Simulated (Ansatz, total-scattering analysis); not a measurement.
# B2O3: neutron weights and totals by hand

A simulated model of B2O3 at 1500 K, fixed volume (mean pressure -2.6 GPa), from ab initio molecular dynamics with Ansatz (PBE, plane waves, PAW set soft_1, Langevin thermostat, no spin, fixed volume). The average runs over 2.27 ps of 120 atoms, so shells between rare elements are rough. Mean temperature 1422 K, largest m.s.d. 0.54 Å², energy drift +4 meV an atom (last third less first, no steady trend), Langevin friction 2 ps⁻¹; the first quarter of the run is discarded. Start: last frame of a classical run of this cell at the same density and temperature. So short a stretch relaxes bonds and nearest shells but still remembers its start. It is a melt by its history, in a run too short to show flow. Atom fractions B 0.4000, O 0.6000; masses B 10.810, O 15.999 u; density 1.5500 g/cm³; coherent lengths B 6.65, O 5.8037 fm (B as ¹¹B). Faber–Ziman partials at a few Q:

| Q (Å⁻¹) | S O–O | S B–O | S B–B |
| --- | --- | --- | --- |
| 1.50 | 0.622 | 2.598 | 0.674 |
| 5.00 | 0.675 | 1.251 | 1.140 |
| 5.70 | 1.436 | 1.739 | 1.308 |

The pair function g(BO), r in Å, every 0.06 Å up to its first minimum: 1.17 0.02, 1.23 0.55, 1.29 6.04, 1.35 16.45, 1.41 16.41, 1.47 8.10, 1.53 2.55, 1.59 0.64, 1.65 0.11, 1.71 0.03.

**Tasks.** (a) The number density. (b) The neutron weights. (c) The neutron S(Q) at the listed Q. (d) The Bhatia–Thornton terms S_NN and S_CC there. (e) The number of O around B.

(a) The mean mass is 0.4000×10.810 + 0.6000×15.999 = 13.923 u, so ρ₀ = 1.5500/(13.923 × 1.66054) = 0.06704 Å⁻³.

(b) ⟨b⟩ = 0.4000×6.65 + 0.6000×5.8037 = 6.142 fm. The weight of a pair is ci cj bi bj (2 − δij)/⟨b⟩²: O–O 0.321, B–O 0.491, B–B 0.188; they sum to 1.000.

(c) S = 1 + Σ w (Sij − 1). At 1.50 Å⁻¹: 1 − 0.121 + 0.785 − 0.061 = 1.603; B–O pushes up most; O–O pulls down most. At 5.00 Å⁻¹: 1 − 0.104 + 0.123 + 0.026 = 1.045; B–O pushes up most; O–O pulls down most. At 5.70 Å⁻¹: 1 + 0.140 + 0.363 + 0.058 = 1.561; B–O pushes up most.

(d) S_NN = c₁²S₁₁ + c₂²S₂₂ + 2c₁c₂S₁₂ and S_CC = c₁c₂[1 + c₁c₂(S₁₁ + S₂₂ − 2S₁₂)], with 1 = B: 1.50 Å⁻¹: S_NN = 1.58, S_CC/(c₁c₂) = 0.06; 5.00 Å⁻¹: S_NN = 1.03, S_CC/(c₁c₂) = 0.84; 5.70 Å⁻¹: S_NN = 1.56, S_CC/(c₁c₂) = 0.82. A random mixture has S_CC/(c₁c₂) = 1; a value well above it means concentration waves of period 2π/Q: alternation near the main peak or below it, clustering toward Q = 0.

(e) n = 4πρ₀ c(O) Σ r² g Δr. The sum Σ r² g over the listed points is 99.0 Å², so n = 4π × 0.06704 × 0.6000 × 99.0 × 0.06 = 3.00; counting pairs in the frames up to 1.76 Å gives 3.00. By balance, each O has n c(B)/c(O) = 2.00 B.
